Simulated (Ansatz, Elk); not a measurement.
# How far do independent atoms describe Li5Zn2?

The structure of Li5Zn2 used here is made up (a known structure type with other elements) and was relaxed beforehand with r2SCAN. The aim is the Fourier transform of its all-electron density, F(hkl), set beside the sum over free spherical atoms that refinements use.

Method: DFT, PBE, all-electron APW+lo, Dirac cores, scalar-relativistic bands, static density, no spin, in Elk 11.2.3 (patched build).

The structure was built from a prototype and need not be the compound's stable phase.

### 1. Set-up

It takes space group R-3m (No. 166, trigonal). Conventional cell: a = 4.506 Å, b = 4.506 Å, c = 19.086 Å, α = 90.00°, β = 90.00°, γ = 120.00°. Zn has 1 Zn at 2.55 Å and 7 Li at 2.74 to 2.80 Å nearest. Nearest to Li lie 5 Li at 2.73 to 2.76 Å and 3 Zn at 2.74 Å. Nearest to Li lie 4 Li at 2.73 to 2.74 Å and 4 Zn at 2.77 to 2.80 Å. Li has 8 Li at 2.74 to 2.76 Å nearest. Farther neighbours are not listed.

### 2. Ground state and structure factors

An all-electron density is needed, since X-rays see the cores too. Task 0 finds the density and task 195 Fourier-transforms it; tshift is off so that phases refer to the origin typed.

elk.in reads:

```
tasks
  0
  195

xctype
  20

spinpol
  .false.

rgkmax
  7.0

gmaxvr
  14.0

lmaxo
  7

lmaxapw
  8

swidth
  0.002

tshift
  .false.

ramdisk
  .false.

hmaxvr
  5.5

maxscl
  120

epspot
  1e-06

sppath
  './'

avec
  4.25784672164 2.45826895091 12.02215541066
  -4.25784672164 2.45826895091 12.02215541066
  -0.00000000000 -4.91653790182 12.02215541066

atoms
  2
  'Zn.in'
  2
  0.9332697851 0.9332697851 0.9332697851   0.000000 0.000000 0.000000
  0.0667302149 0.0667302149 0.0667302149   0.000000 0.000000 0.000000
  'Li.in'
  5
  0.6448364515 0.6448364515 0.6448364515   0.000000 0.000000 0.000000
  0.3551635485 0.3551635485 0.3551635485   0.000000 0.000000 0.000000
  0.7880000638 0.7880000638 0.7880000638   0.000000 0.000000 0.000000
  0.2119999362 0.2119999362 0.2119999362   0.000000 0.000000 0.000000
  0.5000000000 0.5000000000 0.5000000000   0.000000 0.000000 0.000000

ngridk
  6 6 6
```

Command:

```
OMP_NUM_THREADS=4 elk
```

Numbers of over 12 decimals in the logs are rounded to 6 here.

The program printed:

```text
┌─────────────────────────┐
│ Elk code version 11.2.3 │
└─────────────────────────┘

All units are atomic (Hartree, Bohr, etc.)

┌─────────────────────────────────────────────────┐
│ Ground-state run starting from atomic densities │
└─────────────────────────────────────────────────┘

Lattice vectors :
   4.257846722       2.458268951       12.02215541
  -4.257846722       2.458268951       12.02215541
  -0.000000000      -4.916537902       12.02215541

Reciprocal lattice vectors :
  0.7378360141      0.4259898213      0.1742112817
 -0.7378360141      0.4259898213      0.1742112817
  0.1773190065E-17 -0.8519796427      0.1742112817

Unit cell volume      :    755.0105274
Brillouin zone volume :   0.3285387480

Muffin-tin inner radius fraction :   0.1000000000E-01

Nuclei treated as point charges

Species : 1 (Zn)
 parameters loaded from : Zn.in
 name : zinc
 nuclear charge    :   -30.00000000
 electronic charge :    30.00000000
 atomic mass :    119233.3130
 muffin-tin radius :    2.381723042
 number of radial points in muffin-tin :    993
 inner part over the whole radius :   0.9866015957E-02
 number on inner part of muffin-tin    :    701
 approximate nuclear radius :   0.7484757725E-04
 number of mesh points to nuclear radius :    338
 atomic positions (lattice), magnetic fields (Cartesian) :
  1 :  -0.06673021 -0.06673021 -0.06673021    0.00000000  0.00000000  0.00000000
  2 :   0.06673021  0.06673021  0.06673021    0.00000000  0.00000000  0.00000000

Species : 2 (Li)
 parameters loaded from : Li.in
 name : lithium
 nuclear charge    :   -3.000000000
 electronic charge :    3.000000000
 atomic mass :    12652.66898
 muffin-tin radius :    1.800000000
 number of radial points in muffin-tin :    593
 inner part over the whole radius :   0.9806707936E-02
 number on inner part of muffin-tin    :    401
 approximate nuclear radius :   0.4000070961E-04
 number of mesh points to nuclear radius :    148
 atomic positions (lattice), magnetic fields (Cartesian) :
  1 :  -0.35516355 -0.35516355 -0.35516355    0.00000000  0.00000000  0.00000000
  2 :   0.35516355  0.35516355  0.35516355    0.00000000  0.00000000  0.00000000
  3 :  -0.21199994 -0.21199994 -0.21199994    0.00000000  0.00000000  0.00000000
  4 :   0.21199994  0.21199994  0.21199994    0.00000000  0.00000000  0.00000000
  5 :   0.50000000  0.50000000  0.50000000    0.00000000  0.00000000  0.00000000

Total number of atoms per unit cell :    7
Total muffin-tin volume :    235.3310358
 ratio of muffin-tin to unit cell volume :   0.3116923900

Spin treatment :
 spin-unpolarised

Number of Bravais lattice symmetries :   12
Number of crystal symmetries         :   12
Crystal has inversion symmetry
Real symmetric eigensolver will be used

k-point grid :      6     6     6
k-point offset :    0.000000000       0.000000000       0.000000000
k-point set is reduced with full crystal symmetry group
Total number of k-points :       32

Muffin-tin radius times maximum |G+k| :    7.000000000
 using average radius
Maximum |G+k| for APW functions       :    3.560154899
Maximum (1/2)|G+k|²                   :    6.337351451
Maximum |G| for potential and density :    14.00000000
Constant for pseudocharge density :    8
 order of it for each species :   15  15
 order of it for pair densities of each species (exact exchange by exxq0 0: 16) :   14   7
Radial integration step length :    1

G-vector grid sizes :     60    60    60
Number of G-vectors :    34949

Maximum angular momentum used for
 APW functions            :    8
 outer part of muffin-tin :    7
 inner part of muffin-tin :    2

Total nuclear charge    :   -75.00000000
Total core charge       :    24.00000000
Total valence charge    :    51.00000000
Total excess charge     :    0.000000000
Total electronic charge :    75.00000000

Effective Wigner radius, rₛ :    1.339474278

Number of empty states         :     28
Total number of valence states :     54
Total number of core states    :     24

[...]
(states/Hartree/unit cell)

Estimated indirect band gap :   0.1707850948E-02
 from k-point 17 to k-point 29
Estimated direct band gap   :   0.7272173444E-02
 at k-point 10

Charges :
 core                        :    24.00000000
 valence                     :    51.00000000
 interstitial                :    6.925796102
 muffin-tins (core leakage)
  species : 1 (Zn)
   atom 1                    :    28.63147672     (  0.9451877774E-04)
   atom 2                    :    28.63147672     (  0.9451877774E-04)
  species : 2 (Li)
   atom 1                    :    2.163508500     (   0.000000000    )
[...]
total in muffin-tins        :    68.07420390
 total calculated charge     :    74.99972489
 total charge                :    75.00000000
 error                       :   0.2751148826E-03

RMS change in Kohn-Sham potential (target) :    10.20963649     (  0.1000000000E-05)
Absolute change in total energy (target)   :    3.321931264     (  0.1000000000E-03)

[... loops 3 to 15 left out ...]

┌──────────────────┐
│ Loop number : 16 │
└──────────────────┘

Energies :
 Fermi                       :     0.85667363933225E-01
 sum of occupied eigenvalues :     -2080.8094694730
 electron kinetic            :      3695.3974510932
 core electron kinetic       :      3231.3438200875
 Coulomb                     :     -7172.5803183220
 Coulomb potential           :     -5577.9058930138
 nuclear-nuclear             :     -387.25838795392
 electron-nuclear            :     -7999.2843254911
 Hartree                     :      1213.9623951230
 Madelung                    :     -4383.6273718151
 xc potential                :     -198.30102755239
 exchange                    :     -149.40426684025
 correlation                 :     -3.284079
 electron entropic           :    -0.10806364117360E-02
 total energy                :     -3629.8722939289

Density of states at Fermi energy :    79.50098320
 (states/Hartree/unit cell)

Estimated indirect band gap :   0.3033317811E-02
 from k-point 27 to k-point 17
Estimated direct band gap   :   0.7085904036E-02
 at k-point 10

Charges :
 core                        :    24.00000000
 valence                     :    51.00000000
 interstitial                :    6.590331351
 muffin-tins (core leakage)
  species : 1 (Zn)
   atom 1                    :    28.83583378     (  0.8888462752E-04)
   atom 2                    :    28.83583378     (  0.8888462752E-04)
  species : 2 (Li)
[...]
total in muffin-tins        :    68.40966865
 total calculated charge     :    74.99972188
 total charge                :    75.00000000
 error                       :   0.2781190662E-03

RMS change in Kohn-Sham potential (target) :   0.7001976907E-06 (  0.1000000000E-05)
Absolute change in total energy (target)   :   0.7048987300E-05 (  0.1000000000E-03)

Convergence targets achieved

┌──────────────────┐
│ Loop number : 17 │
└──────────────────┘

Energies :
 Fermi                       :     0.85667369099429E-01
 sum of occupied eigenvalues :     -2080.8094734426
 electron kinetic            :      3695.3974532436
 core electron kinetic       :      3231.3438168299
 Coulomb                     :     -7172.5803266486
 Coulomb potential           :     -5577.9058881484
 nuclear-nuclear             :     -387.25838795392
 electron-nuclear            :     -7999.2843469362
 Hartree                     :      1213.9624082415
 Madelung                    :     -4383.6273825744
 xc potential                :     -198.30103853783
 exchange                    :     -149.40426750142
 correlation                 :     -3.284079
 electron entropic           :    -0.10806365076400E-02
 total energy                :     -3629.8723007739

Density of states at Fermi energy :    79.50099242
 (states/Hartree/unit cell)

Estimated indirect band gap :   0.3033318479E-02
 from k-point 27 to k-point 17
Estimated direct band gap   :   0.7085904280E-02
 at k-point 10

Charges :
 core                        :    24.00000000
 valence                     :    51.00000000
 interstitial                :    6.590331123
 muffin-tins (core leakage)
  species : 1 (Zn)
   atom 1                    :    28.83583391     (  0.8888462142E-04)
   atom 2                    :    28.83583391     (  0.8888462142E-04)
  species : 2 (Li)
[...]
atom 3                    :    2.150355258     (   0.000000000    )
   atom 4                    :    2.150355258     (   0.000000000    )
   atom 5                    :    2.132785949     (   0.000000000    )
 total in muffin-tins        :    68.40966888
 total calculated charge     :    74.99972188
 total charge                :    75.00000000
 error                       :   0.2781190590E-03

┌──────────────────────────────┐
│ Self-consistent loop stopped │
└──────────────────────────────┘

Wrote STATE.OUT
```

Wall time 28 s (4 threads of AMD EPYC 9B45 (Zen 5), shared host); peak memory 0.26 GiB; 83 s of CPU time.

SFACRHO.OUT:

```text

h k l indices transformed by vhmat matrix:
   1.000000000       0.000000000       0.000000000    
   0.000000000       1.000000000       0.000000000    
   0.000000000       0.000000000       1.000000000    

      h      k      l  multipl.   |H|            Re(F)            Im(F)           |F|

      0      0      0      1   0.0000000       75.000000      0.10484963E-16   75.000000    
      1      1      1      2  0.52263384       16.443001      0.37247112E-14   16.443001    
      0     -1      0      6  0.86960846       45.329612      0.15698381E-14   45.329612    
     -1      0     -1      6  0.92047140       32.836406      0.43870804E-15   32.836406    
      2      2      2      2   1.0452677      -37.757363     -0.68206966E-14   37.757363    
      1      1      2      6   1.1006645      -4.6891096     -0.93086339E-15   4.6891096    
      2      2      1      6   1.2184451      -22.676600     -0.20789868E-14   22.676600    
      0      1     -1      6   1.4756720       54.864058      0.89963149E-16   54.864058    
      2      3      2      6   1.4876150      -53.691655     -0.44703728E-14   53.691655    
     -2     -1      0     12   1.5654884       13.233614     -0.29913597E-14   13.233614    
      3      3      3      2   1.5679015      -34.506837      0.66690622E-14   34.506837    
      3      3      2      6   1.6334754      -41.501318     -0.12424863E-14   41.501318    
      1     -1      1      6   1.7128417       37.403310      0.30223478E-15   37.403310    
     -2      0      0      6   1.7392169       27.227400      0.46783968E-15   27.227400    
     -3     -2     -1     12   1.8083674      -31.595721      0.61353326E-14   31.595721    
      0      2      2      6   1.8409428      -3.9037716     -0.68668051E-15   3.9037716    
      1      1      3      6   1.9136919      -19.236673     -0.16198415E-14   19.236673    
     -4     -3     -3      6   1.9392850      -19.840371      0.64506611E-14   19.840371
```

Elk indexes on the primitive cell of elk.in and gives |H| = 4π sin θ/λ in inverse bohr. Below, one row stands for each form hkl of the conventional cell (m members, Friedel mates merged), F is for one primitive cell and the density is static (no thermal factor). Free-atom factors are Waasmaier and Kirfel's, and R is Σm||F|−|F'||/Σm|F|.

```
   hkl   m  sin θ/λ (Å⁻¹)  abs F, DFT  neutral atoms   diff.
   003   2          0.079      16.443         16.474  -0.031
   101   6          0.131      45.330         45.501  -0.171
   012   6          0.138      32.836         33.007  -0.171
   006   2          0.157      37.757         37.992  -0.234
   104   6          0.166       4.689          4.686  +0.003
   015   6          0.183      22.677         22.863  -0.186
   110   6          0.222      54.864         55.426  -0.562
   107   6          0.224      53.692         54.250  -0.558
   113  12          0.235      13.234         13.369  -0.136
   009   2          0.236      34.507         34.892  -0.385
   018   6          0.246      41.501         41.940  -0.439
   021   6          0.258      37.403         37.763  -0.360
   202   6          0.262      27.227         27.487  -0.260
   116  12          0.272      31.596         31.903  -0.307
   024   6          0.277       3.904          3.947  -0.043
   205   6          0.288      19.237         19.406  -0.169
1 0 10   6          0.292      19.840         20.014  -0.173
0 0 12   2          0.314      11.030         11.101  -0.070
```

### 3. The highest occupied states alone

An energy window below the Fermi level keeps the highest occupied states, to see at which angles they scatter; shallow core shells can lie inside it and anion s states outside. No new self-consistency is needed.

elk.in: that of step 2 with these lines changed.

```diff
@@ -1,3 +1,2 @@
 tasks
-  0
   195
@@ -40,2 +39,5 @@
 
+wsfac
+  -0.281830 0.385670
+
 sppath
```

Command:

```
OMP_NUM_THREADS=4 elk
```

The program printed:

```text
┌─────────────────────────────────┐
│ Elk code version 11.2.3 started │
└─────────────────────────────────┘

Info(readinput): the functional depends on the density's gradient
 muffin-tin radial points multiplied by    2.00000
 (not where nrmtscf is given)

┌────────────────────┐
│ Current task : 195 │
└────────────────────┘
Info(checkmt): changed muffin-tin radius of species 1 (Zn) from   2.4000 to   2.3817

Info(sfacrho): density structure factors written to SFACRHO.OUT

 Energy window :  -0.2818300000      0.3856700000

┌──────────────────┐
│ Elk code stopped │
└──────────────────┘
```

Elapsed: 4.6 s, on 4 threads; peak memory 0.17 GiB.

States within 10 eV below the Fermi level hold 29.00 electrons; any levels below the window count with the cores. Their amplitudes can exceed the total, where window and core parts have opposite phase:

```
hkl  sin θ/λ (Å⁻¹)  abs F, window  abs F, all
003          0.079          6.440      16.443
101          0.131         16.890      45.330
012          0.138         12.072      32.836
006          0.157         13.846      37.757
104          0.166          1.803       4.689
015          0.183          7.908      22.677
110          0.222         13.700      54.864
107          0.224         13.322      53.692
113          0.235          4.097      13.234
009          0.236         10.695      34.507
```

### 4. Another functional

The difference from free atoms is small, so it is set against the change that PBEsol makes.

elk.in: that of step 3 with these lines changed.

```diff
@@ -1,2 +1,3 @@
 tasks
+  0
   195
@@ -4,3 +5,3 @@
 xctype
-  20
+  22
 
@@ -39,5 +40,2 @@
 
-wsfac
-  -0.281830 0.385670
-
 sppath
```

Command:

```
OMP_NUM_THREADS=4 elk
```

The program printed:

```text
┌─────────────────────────┐
│ Elk code version 11.2.3 │
└─────────────────────────┘

All units are atomic (Hartree, Bohr, etc.)

┌─────────────────────────────────────────────────┐
│ Ground-state run starting from atomic densities │
└─────────────────────────────────────────────────┘

Lattice vectors :
   4.257846722       2.458268951       12.02215541
  -4.257846722       2.458268951       12.02215541
  -0.000000000      -4.916537902       12.02215541

Reciprocal lattice vectors :
  0.7378360141      0.4259898213      0.1742112817
[...]
species : 1 (Zn)
   atom 1                    :    28.84088399     (  0.9066635705E-04)
   atom 2                    :    28.84088399     (  0.9066635705E-04)
  species : 2 (Li)
[...]
atom 4                    :    2.148552268     (   0.000000000    )
   atom 5                    :    2.130527023     (   0.000000000    )
 total in muffin-tins        :    68.40996171
 total calculated charge     :    74.99971644
 total charge                :    75.00000000
 error                       :   0.2835587842E-03

┌──────────────────────────────┐
│ Self-consistent loop stopped │
└──────────────────────────────┘

Wrote STATE.OUT
[key lines of the parts left out:]
total energy                :     -3626.7540132880
```

Wall time 28 s (4 threads); peak memory 0.25 GiB; 84 s of CPU time.

Against the first run R = 0.04 %; the largest change is -0.037 at 300.

### 5. A coarser k-mesh

About half the k-points along each axis test the sampling.

elk.in: that of step 4 with these lines changed.

```diff
@@ -5,3 +5,3 @@
 xctype
-  22
+  20
 
@@ -63,2 +63,2 @@
 ngridk
-  6 6 6
+  3 3 3
```

Command:

```
OMP_NUM_THREADS=4 elk
```

The program printed:

```text
┌─────────────────────────┐
│ Elk code version 11.2.3 │
└─────────────────────────┘

All units are atomic (Hartree, Bohr, etc.)

┌─────────────────────────────────────────────────┐
│ Ground-state run starting from atomic densities │
└─────────────────────────────────────────────────┘

Lattice vectors :
   4.257846722       2.458268951       12.02215541
  -4.257846722       2.458268951       12.02215541
  -0.000000000      -4.916537902       12.02215541

Reciprocal lattice vectors :
  0.7378360141      0.4259898213      0.1742112817
[...]
species : 1 (Zn)
   atom 1                    :    28.83739965     (  0.8889578931E-04)
   atom 2                    :    28.83739965     (  0.8889578931E-04)
  species : 2 (Li)
[...]
atom 4                    :    2.150542705     (   0.000000000    )
   atom 5                    :    2.133367826     (   0.000000000    )
 total in muffin-tins        :    68.41219624
 total calculated charge     :    74.99971770
 total charge                :    75.00000000
 error                       :   0.2823024980E-03

┌──────────────────────────────┐
│ Self-consistent loop stopped │
└──────────────────────────────┘

Wrote STATE.OUT
[key lines of the parts left out:]
total energy                :     -3629.8702862172
```

Wall time 14 s (4 threads); peak memory 0.26 GiB; 27 s of CPU time.

Against the first run R = 0.01 %; the largest change is -0.040 at 006.

### 6. Settings against the effect

```
          run  R against the first run (%)  R against neutral atoms, low angle (%)  wall time
PBE, rgkmax 7                         0.00                                    0.87       28 s
       PBEsol                         0.04                                    0.89       28 s
 k-mesh 3×3×3                         0.01                                    0.87       14 s
```

### 7. Results

| Property | Result |
| --- | --- |
| R against neutral atoms, sin θ/λ < 0.3 Å⁻¹ | 0.87 % |
| R against neutral atoms, 0.3 to 0.70 Å⁻¹ | 0.24 % |

What this shows: Independent neutral atoms miss the calculated amplitudes by R = 0.87 % below 0.3 Å⁻¹ and 0.24 % from there to 0.70 Å⁻¹; by shells, 0.42 % below 0.15 Å⁻¹ (3 forms), 0.96 % 0.15 to 0.3 (14 forms), 0.46 % 0.3 to 0.45 (28 forms), 0.17 % above 0.45 (104 forms). Bonding, aspherical density and the tables' own atoms all enter these figures, and the runs don't part them. The largest change of an amplitude is -0.56 electrons, at 110. The window's part falls from 29.0 electrons at the origin to at most 6.22 between 0.45 and 0.70 Å⁻¹, where compact states inside the window still scatter. Below 0.3 Å⁻¹ the changes that finished (PBEsol and k-mesh 3×3×3) move F by R = 0.02 % at most, against the 0.87 % that separates it from free atoms. The basis has no finished test. Part of the difference isn't bonding: the tables are fits to free atoms and ions calculated by other methods than this functional. Thermal motion, anomalous dispersion and extinction are left out.

[Logs are printed without paths, hosts, clocks, repeated set-up lines and the standing remarks that a program may print on its own settings, such as how far it seeks lower states.]

[Hosts, paths, dates, database ids (printed as entryN), source tags and the programs' standing remarks are cut or masked in the printed files.]
